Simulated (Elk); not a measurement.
# Does KCoF3 carry moments in Elk?

Aim: find out whether KCoF3 carries moments when they start parallel, and what they gain.

Program: Elk 11.2.3 (patched build). Level of theory: LDA (Perdew-Wang) with U = 4.40 eV, J = 0.90 eV on Co d; all-electron APW+lo, Dirac cores, scalar-relativistic bands. Results are calculated unless marked as measured.

## (1) Starting point

Symmetry: Pm-3m, No. 221, cubic system. Conventional cell: a = 4.071 Å, b = 4.071 Å, c = 4.071 Å, α = 90.00°, β = 90.00°, γ = 90.00°. K has 12 F at 2.88 Å nearest. Nearest to Co lie 6 F at 2.04 Å. Nearest to F lie 2 Co at 2.04 Å and 4 K at 2.88 Å. Farther neighbours and most contacts between anions are not listed.

## (2) Start 1: ferro +

Parallel moments need no larger cell; this start tests for a ferromagnetic state only. A Hubbard U of customary size acts on the open shell; it was not fitted to this crystal.

Moments are seeded by fields in the spheres (the last three columns under atoms), set against the wanted direction and reduced each loop.

elk.in

```
tasks
  0
  33
  73

xctype
  3

rgkmax
  7.0

nempty
  14

swidth
  0.002

reducebf
  0.6

epsengy
  1e-05

maxscl
  100

lmaxi
  3

spinpol
  .true.

sppath
  './'

avec
  7.69307505335 0.00000000000 0.00000000000
  0.00000000000 7.69307505335 0.00000000000
  0.00000000000 0.00000000000 7.69307505335

atoms
  3
  'K.in'
  1
  0.0000000000 0.0000000000 0.0000000000   0.000000 0.000000 0.000000
  'Co.in'
  1
  0.5000000000 0.5000000000 0.5000000000   0.000000 0.000000 -0.225000
  'F.in'
  3
  0.0000000000 0.5000000000 0.5000000000   0.000000 0.000000 0.000000
  0.5000000000 0.0000000000 0.5000000000   0.000000 0.000000 0.000000
  0.5000000000 0.5000000000 0.0000000000   0.000000 0.000000 0.000000

ngridk
  6 6 6

dft+u
  1 1
  2 2 0.161697 0.033074

plot3d
  0 0 0
  1 0 0
  0 1 0
  0 0 1
  21 21 21
```

Command:

```console
OMP_NUM_THREADS=2 elk
```

Numbers of over 12 decimals in the logs are rounded to 6 here.

The program printed:

```text
Warning(gndstate): core states of species 2 leak from the muffin-tin :   0.2605934756E-02
Warning(gndstate): forces or DFT+U at lmaxo under 8 : 6
  [figures from our tests cut]: type lmaxo 8 and lmaxapw 10

--- INFO.OUT ---
┌─────────────────────────┐
│ Elk code version 11.2.3 │
└─────────────────────────┘

All units are atomic (Hartree, Bohr, etc.)

┌─────────────────────────────────────────────────┐
│ Ground-state run starting from atomic densities │
└─────────────────────────────────────────────────┘

Lattice vectors :
   7.693075053       0.000000000       0.000000000
   0.000000000       7.693075053       0.000000000
   0.000000000       0.000000000       7.693075053

Reciprocal lattice vectors :
  0.8167326152       0.000000000       0.000000000
   0.000000000      0.8167326152       0.000000000
   0.000000000       0.000000000      0.8167326152

Unit cell volume      :    455.3023672
Brillouin zone volume :   0.5448032590

Muffin-tin inner radius fraction :   0.1000000000E-01

Nuclei treated as point charges

Species : 1 (K)
 parameters loaded from : K.in
 name : potassium
 nuclear charge    :   -19.00000000
 electronic charge :    19.00000000
 atomic mass :    71271.84090
 muffin-tin radius :    2.400000000
 number of radial points in muffin-tin :    497
 inner part over the whole radius :   0.9891652203E-02
 number on inner part of muffin-tin    :    349
 approximate nuclear radius :   0.6514746337E-04
 number of mesh points to nuclear radius :    160
 atomic positions (lattice), magnetic fields (Cartesian) :
  1 :   0.00000000  0.00000000  0.00000000    0.00000000  0.00000000  0.00000000

Species : 2 (Co)
 parameters loaded from : Co.in
 name : cobalt
 nuclear charge    :   -27.00000000
 electronic charge :    27.00000000
 atomic mass :    107428.6517
 muffin-tin radius :    2.070838651
 number of radial points in muffin-tin :    497
 inner part over the whole radius :   0.9808816750E-02
 number on inner part of muffin-tin    :    349
 approximate nuclear radius :   0.7243775530E-04
 number of mesh points to nuclear radius :    169
 atomic positions (lattice), magnetic fields (Cartesian) :
  1 :   0.50000000  0.50000000  0.50000000    0.00000000  0.00000000 -0.22500000

Species : 3 (F)
 parameters loaded from : F.in
 name : fluorine
 nuclear charge    :   -9.000000000
 electronic charge :    9.000000000
 atomic mass :    34631.97045
 muffin-tin radius :    1.725698876
 number of radial points in muffin-tin :    297
 inner part over the whole radius :   0.9662446825E-02
 number on inner part of muffin-tin    :    204
 approximate nuclear radius :   0.5278478738E-04
 number of mesh points to nuclear radius :     89
 atomic positions (lattice), magnetic fields (Cartesian) :
  1 :   0.00000000  0.50000000  0.50000000    0.00000000  0.00000000  0.00000000
  2 :   0.50000000  0.00000000  0.50000000    0.00000000  0.00000000  0.00000000
  3 :   0.50000000  0.50000000  0.00000000    0.00000000  0.00000000  0.00000000

Total number of atoms per unit cell :    5
Total muffin-tin volume :    159.6855262
 ratio of muffin-tin to unit cell volume :   0.3507241292

Spin treatment :
 spin-polarised
 global magnetic field (Cartesian) :    0.000000000       0.000000000       0.000000000
 collinear magnetisation in z-direction

Number of Bravais lattice symmetries :   48
Number of crystal symmetries         :   48
Crystal has inversion symmetry
Real symmetric eigensolver will be used

k-point grid :      6     6     6
k-point offset :    0.000000000       0.000000000       0.000000000
k-point set is reduced with full crystal symmetry group
Total number of k-points :       20

Muffin-tin radius times maximum |G+k| :    7.000000000
 using average radius
Maximum |G+k| for APW functions       :    3.627719195
Maximum (1/2)|G+k|²                   :    6.580173279
Maximum |G| for potential and density :    12.00000000
Constant for pseudocharge density :    7
 order of it for each species :   14  14  14
 order of it for pair densities of each species (exact exchange by exxq0 0: 14) :   14  11   7
Radial integration step length :    1

G-vector grid sizes :     30    30    30
Number of G-vectors :    13205

Maximum angular momentum used for
 APW functions            :    8
 outer part of muffin-tin :    6
 inner part of muffin-tin :    3

Total nuclear charge    :   -73.00000000
Total core charge       :    28.00000000
Total valence charge    :    45.00000000
Total excess charge     :    0.000000000
Total electronic charge :    73.00000000

Effective Wigner radius, rₛ :    1.141903699

Number of empty states         :     70
Total number of valence states :    186
Total number of core states    :     28

Third-order local-orbitals added for an l without core states : T
Total number of local-orbitals :     63

Exchange-correlation functional :      3     0     0
 Perdew-Wang/Ceperley-Alder, Phys. Rev. B 45, 13244 (1992)
 gradient requirement :    0
 local density approximation (LDA)

DFT+U calculation
 fully localised limit (FLL)
 see Phys. Rev. B 52, R5467 (1995)
 species : 2 (Co), l = 2, U =   0.16169700, J =   0.03307400

Smearing type :    3
 Fermi-Dirac
Smearing width :   0.2000000000E-02
Effective electronic temperature (K) :    631.5500496

Mixing type :    3
 Broyden mixing, J. Phys. A: Math. Gen. 17, L317 (1984)

Kohn-Sham potential initialised from atomic data

┌──────────────────────────────┐
│ Self-consistent loop started │
└──────────────────────────────┘

┌─────────────────┐
│ Loop number : 1 │
└─────────────────┘

Energies :
 Fermi                       :     0.26336448209899E-02
 sum of occupied eigenvalues :     -1310.6136543931
 electron kinetic            :      2315.7036663451
 core electron kinetic       :      2065.4388741323
 Coulomb                     :     -4486.7907769488
 Coulomb potential           :     -3458.0061254830
 nuclear-nuclear             :     -365.62399355826
 electron-nuclear            :     -4794.9333776590
 Hartree                     :      673.76659426845
 Madelung                    :     -2757.7877142073
 xc potential                :     -168.15708111129
 xc effective B-field        :    -0.161635
 external B-field            :      0.000000
 exchange                    :     -113.42788605315
 correlation                 :     -5.821049
 DFT+U                       :     0.364954
 electron entropic           :    -0.20953360271171E-02
 total energy                :     -2289.9731871112
 (external B-field energy excluded from total)

Density of states at Fermi energy :    163.2816537
 (states/Hartree/unit cell)

Estimated indirect band gap :   0.2189500308E-02
 from k-point 9 to k-point 13
Estimated direct band gap   :   0.2483502337E-02
[...]
┌─────────────────┐
│ Loop number : 2 │
└─────────────────┘

Energies :
 Fermi                       :    -0.14228110924109E-01
 sum of occupied eigenvalues :     -1310.8165576117
 electron kinetic            :      2315.7685437843
 core electron kinetic       :      2065.4092857362
 Coulomb                     :     -4487.1273022859
 Coulomb potential           :     -3457.7682075843
 nuclear-nuclear             :     -365.62399355826
 electron-nuclear            :     -4795.8437003844
 Hartree                     :      674.34039165682
 Madelung                    :     -2758.2431984937
 xc potential                :     -168.65917690296
 xc effective B-field        :    -0.168914
 external B-field            :      0.000000
 exchange                    :     -113.46831806546
 correlation                 :     -5.821671
 DFT+U                       :     0.370557
 electron entropic           :    -0.19844748388858E-02
 total energy                :     -2290.2801751301
 (external B-field energy excluded from total)

Density of states at Fermi energy :    156.1859704
 (states/Hartree/unit cell)

Estimated indirect band gap :   0.2169325745E-02
 from k-point 9 to k-point 13
Estimated direct band gap   :   0.2458890220E-02
 at k-point 7

Charges :
 core                        :    28.00000000
 valence                     :    45.00000000
 interstitial                :    4.304475385
 muffin-tins (core leakage)
  species : 1 (K)
   atom 1                    :    17.52874459     ( -0.3352259164E-05)
  species : 2 (Co)
   atom 1                    :    25.02418754     (  0.2596478087E-02)
  species : 3 (F)
   atom 1                    :    8.714197495     ( -0.4544218529E-05)
   atom 2                    :    8.714197495     ( -0.4544218529E-05)
   atom 3                    :    8.714197495     ( -0.4544218529E-05)
 total in muffin-tins        :    68.69552462
 total calculated charge     :    72.99707368
 total charge                :    73.00000000
 error                       :   0.2926321805E-02

Moments :
 interstitial                :   0.4450134281E-01
 muffin-tins
  species : 1 (K)
   atom 1                    :  -0.4199676582E-03
  species : 2 (Co)
   atom 1                    :    2.798054586
  species : 3 (F)
   atom 1                    :   0.5262206203E-01
   atom 2                    :   0.5262206203E-01
   atom 3                    :   0.5262206203E-01
 total in muffin-tins        :    2.955500804
 total moment                :    3.000002147

RMS change in Kohn-Sham potential (target) :   0.2874352286     (  0.1000000000E-05)
Absolute change in total energy (target)   :   0.3069880189     (  0.1000000000E-04)

[... loops 3 to 16 left out ...]

┌──────────────────┐
│ Loop number : 17 │
└──────────────────┘

Energies :
 Fermi                       :     0.92421458339786E-01
 sum of occupied eigenvalues :     -1302.3162120683
 electron kinetic            :      2312.3495830598
 core electron kinetic       :      2065.6514661875
 Coulomb                     :     -4483.8463871576
 Coulomb potential           :     -3457.6452612777
 nuclear-nuclear             :     -365.62399355826
 electron-nuclear            :     -4789.3719626048
 Hartree                     :      671.14956900544
 Madelung                    :     -2755.0237565187
 xc potential                :     -156.86083762080
 xc effective B-field        :    -0.159697
 external B-field            :      0.000000
 exchange                    :     -112.95377286458
 correlation                 :     -5.802864
 DFT+U                       :     0.372341
 electron entropic           :    -0.17919025368050E-02
 total energy                :     -2289.8828915107
 (external B-field energy excluded from total)

Density of states at Fermi energy :    139.9487509
 (states/Hartree/unit cell)

Estimated indirect band gap :   0.2026892570E-02
 from k-point 10 to k-point 13
Estimated direct band gap   :   0.2395411895E-02
 at k-point 7

Charges :
 core                        :    28.00000000
 valence                     :    45.00000000
 interstitial                :    4.754589892
 muffin-tins (core leakage)
  species : 1 (K)
   atom 1                    :    17.58726533     ( -0.3353721256E-05)
  species : 2 (Co)
   atom 1                    :    25.12998395     (  0.2605933397E-02)
  species : 3 (F)
   atom 1                    :    8.509386942     ( -0.4544197526E-05)
   atom 2                    :    8.509386942     ( -0.4544197526E-05)
   atom 3                    :    8.509386942     ( -0.4544197526E-05)
 total in muffin-tins        :    68.24541011
 total calculated charge     :    72.99709364
 total charge                :    73.00000000
 error                       :   0.2906355969E-02

Moments :
 interstitial                :   0.4092106657E-01
 muffin-tins
  species : 1 (K)
   atom 1                    :  -0.8352878233E-03
  species : 2 (Co)
   atom 1                    :    2.725014921
  species : 3 (F)
   atom 1                    :   0.7829841671E-01
   atom 2                    :   0.7829841671E-01
   atom 3                    :   0.7829841671E-01
 total in muffin-tins        :    2.959074883
 total moment                :    2.999995950

RMS change in Kohn-Sham potential (target) :   0.9737648630E-06 (  0.1000000000E-05)
Absolute change in total energy (target)   :   0.5284668987E-05 (  0.1000000000E-04)

Convergence targets achieved

┌──────────────────┐
│ Loop number : 18 │
└──────────────────┘

Energies :
 Fermi                       :     0.92421488604187E-01
 sum of occupied eigenvalues :     -1302.3162080595
 electron kinetic            :      2312.3495722715
 core electron kinetic       :      2065.6514692849
 Coulomb                     :     -4483.8463717312
 Coulomb potential           :     -3457.6452638620
 nuclear-nuclear             :     -365.62399355826
 electron-nuclear            :     -4789.3719295639
 Hartree                     :      671.14955139090
 Madelung                    :     -2755.0237398003
 xc potential                :     -156.86081965930
 xc effective B-field        :    -0.159697
 external B-field            :      0.000000
 exchange                    :     -112.95377247517
 correlation                 :     -5.802864
 DFT+U                       :     0.372341
 electron entropic           :    -0.17918997208325E-02
 total energy                :     -2289.8828865402
 (external B-field energy excluded from total)

Density of states at Fermi energy :    139.9485112
 (states/Hartree/unit cell)

Estimated indirect band gap :   0.2026892680E-02
 from k-point 10 to k-point 13
Estimated direct band gap   :   0.2395409772E-02
 at k-point 7

Charges :
 core                        :    28.00000000
 valence                     :    45.00000000
 interstitial                :    4.754588950
 muffin-tins (core leakage)
  species : 1 (K)
   atom 1                    :    17.58726519     ( -0.3353720542E-05)
  species : 2 (Co)
   atom 1                    :    25.12998378     (  0.2605934756E-02)
  species : 3 (F)
   atom 1                    :    8.509387359     ( -0.4544191832E-05)
   atom 2                    :    8.509387359     ( -0.4544191832E-05)
   atom 3                    :    8.509387359     ( -0.4544191832E-05)
 total in muffin-tins        :    68.24541105
 total calculated charge     :    72.99709364
 total charge                :    73.00000000
 error                       :   0.2906357504E-02

Moments :
 interstitial                :   0.4091275339E-01
 muffin-tins
  species : 1 (K)
   atom 1                    :  -0.8354715850E-03
  species : 2 (Co)
   atom 1                    :    2.725013124
  species : 3 (F)
   atom 1                    :   0.7830184765E-01
   atom 2                    :   0.7830184765E-01
   atom 3                    :   0.7830184765E-01
 total in muffin-tins        :    2.959083196
 total moment                :    2.999995949

┌──────────────────────────────┐
│ Self-consistent loop stopped │
└──────────────────────────────┘

Warning : core states of species 2 leak from the muffin-tin :   0.2605934756E-02

Warning : forces or DFT+U at lmaxo under 8 : 6

Wrote STATE.OUT
```

Wall time 43 s (2 threads of AMD EPYC 9R45 (Zen 5), shared host); peak memory 0.16 GiB.

Spin moment in the muffin-tin sphere by atom:

```
atom  spin moment in the muffin-tin sphere (μB)
  K1                                       0.00
 Co2                                       2.73
  F3                                       0.08
  F4                                       0.08
  F5                                       0.08
```

Read from the output:

```yaml
density_of_states_at_the_fermi_level: 5.143 states/eV/cell
moment_between_the_spheres: 0.04091 μB
magnetization: 3.000 μB
final_state: ferromagnetic
```

After 18 cycles the largest moment stands at 2.73 μB.

(Part 1 of 2 ends here.)

[Logs and program files are shortened in this print: banners, set-up blocks, solver, clock and traceback lines can be left out without a mark of their own.]

[Logs are printed without paths, hosts, clocks, repeated set-up lines and the standing remarks that a program may print on its own settings, such as how far it seeks lower states.]

[Hosts, paths, dates, database ids (printed as entryN), source tags and the programs' standing remarks are cut or masked in the printed files.]

[Where a cell is said to come from a database of computed structures, the database is the Materials Project.]
